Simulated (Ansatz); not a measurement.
# Reading EPR parameters

A crystal has the composition Cs2TlMF6, where M is a 3d element. A calculation (PBE+U, spin-orbit coupling in second variation, Ansatz) gives:

| Quantity | Value |
| --- | --- |
| S | 5/2 |
| g | 2.0087 (isotropic) |
| moment in its sphere | 4.03 μB |

Q: Name the magnetic ion and its oxidation state.

The crystal is Cs2TlFeF6, space group Fm-3m. The spin sits on Fe, with 6 F at 1.97 Å round it. With the usual charges of the other elements M must be +3. The high-spin ion of that charge with S = 5/2 in this row is Fe³⁺ high-spin d⁵. Low-spin ions are left aside. The shift from the free-electron value is small, as for a half-filled shell without orbital momentum.

[Hosts, paths, dates, database ids (printed as entryN), source tags and the programs' standing remarks are cut or masked in the printed files.]
